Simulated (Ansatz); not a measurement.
## Lattice dynamics of (AlAs)3(GaAs)1 [001] superlattice, started as zinc blende

Wanted: vibrations and spectra of (AlAs)3(GaAs)1 [001] superlattice, started as zinc blende; the cell is already relaxed.

Calculated with Ansatz 0.2.0; DFT PBEsol, scalar-relativistic, plane waves, PAW.

The structure was built from a prototype and need not be the compound's stable phase.

## 1. Set-up

It takes space group P-4m2 (No. 115, tetragonal). The conventional cell has a = 4.011 Å, b = 4.011 Å, c = 11.335 Å, α = 90.00°, β = 90.00°, γ = 90.00°. Nearest to Al lie 4 As at 2.45 to 2.46 Å. Nearest to Al lie 4 As at 2.46 Å. Nearest to As lie 4 Al at 2.46 Å. Nearest to As lie 2 Al at 2.45 Å and 2 Ga at 2.45 Å. Nearest to Ga lie 4 As at 2.45 Å. Farther neighbours are not listed.

## 2. Zone-centre response

The cell comes from relaxations at this level that are not shown. The zone centre is the only wavevector solved here; it holds the modes that light can see, as far as symmetry allows. The response to a homogeneous field gives the Born charges and the dielectric tensor, and its change with displacement the Raman tensors.

input.yaml

```yaml
crystal:
  lattice:
    - [2.8365130325, 2.8365130325, 0.0]
    - [-2.8365130325, 2.8365130325, 0.0]
    - [0.0, 0.0, 11.3350700568]
  atoms:
    - { symbol: Al, position: [0.0, 0.0, -0.000355899] }
    - { symbol: Al, position: [0.5, 0.5, 0.25] }
    - { symbol: Al, position: [0.0, 0.0, 0.500355899] }
    - { symbol: As, position: [0.5, 1.0, 0.1247884077] }
    - { symbol: As, position: [0.0, 0.5, 0.3752115923] }
    - { symbol: As, position: [0.5, 1.0, 0.6251210973] }
    - { symbol: As, position: [0.0, 0.5, 0.8748789027] }
    - { symbol: Ga, position: [0.5, 0.5, 0.75] }
kpoints:
  mp_grid: { grid: [8, 8, 2] }
hamiltonian:
  xc: pbesol
scf:
  occupations: { method: fixed }
output:
  eigenvalues: true
phonons:
  method: dfpt
  dielectric: true
  rigid_motions: translations
  raman: true
```

On the command line:

```console
$ ansatz run input.yaml --threads 4 --pin off --max-ram 14336MiB --backend cpu --events-out ev --progress --plain --runs-dir out
```

Then come: isotope substitution. Settings of the main run: cutoff 420 eV, 8×8×2 k-mesh, fixed occupations.

**Question.** What will these runs give for the highest optical mode at the zone centre and top of the zone-centre spectrum with the field?

With one main axis (tetragonal system), two principal values must be equal and the third, along that axis, is free. The structure is stable against zone-centre distortions, since no mode there is imaginary; runs at other wavevectors are not part of this account. Without the field, the optical modes at Γ span 71 to 385 cm⁻¹.

```
volume per atom                                         : 22.8 Å³
gap on the k-mesh                                       : 1.34 eV
highest optical mode at the zone centre (no LO-TO term) : 385 cm⁻¹
top of the zone-centre spectrum with the field          : 387 cm⁻¹
lowest optical zone-centre mode                         : 71.3 cm⁻¹
mean high-frequency dielectric constant                 : 10.4
mean static dielectric constant                         : 12.4
largest Born charge (third of the trace)                : -2.22 e
imaginary modes at Γ (the only wavevector solved)       : none
```

The dispersion is not part of this account. The highest mode in this list at Γ, 385.0 cm⁻¹, is mostly motion of Al (83 % of the kinetic energy). With the macroscopic field of the longitudinal modes the top of the zone-centre spectrum lies at 387 cm⁻¹, against 385 cm⁻¹ without it. Lattice motion raises the mean dielectric constant from 10.42 to 12.45. The strongest infrared line is at 352 cm⁻¹. Averaged over orientations, the strongest Raman line at 532 nm and 300 K is at 352 cm⁻¹, among the modes without the field; their longitudinal partners can be Raman active too. The tensors are the static, non-resonant ones, while 532 nm light (2.33 eV) lies above the computed gap. With the field response the log warns that the k mesh is coarse for the force constants too, so the frequencies may not be converged. The starting cell was built on a prototype and not taken from a measurement, so the phase need not exist. These are harmonic frequencies at zero temperature: anharmonic shifts, linewidths and thermal expansion are left out.

[Logs are printed without paths, hosts, clocks, repeated set-up lines and the standing remarks that a program may print on its own settings, such as how far it seeks lower states.]

[Hosts, paths, dates, database ids (printed as entryN), source tags and the programs' standing remarks are cut or masked in the printed files.]
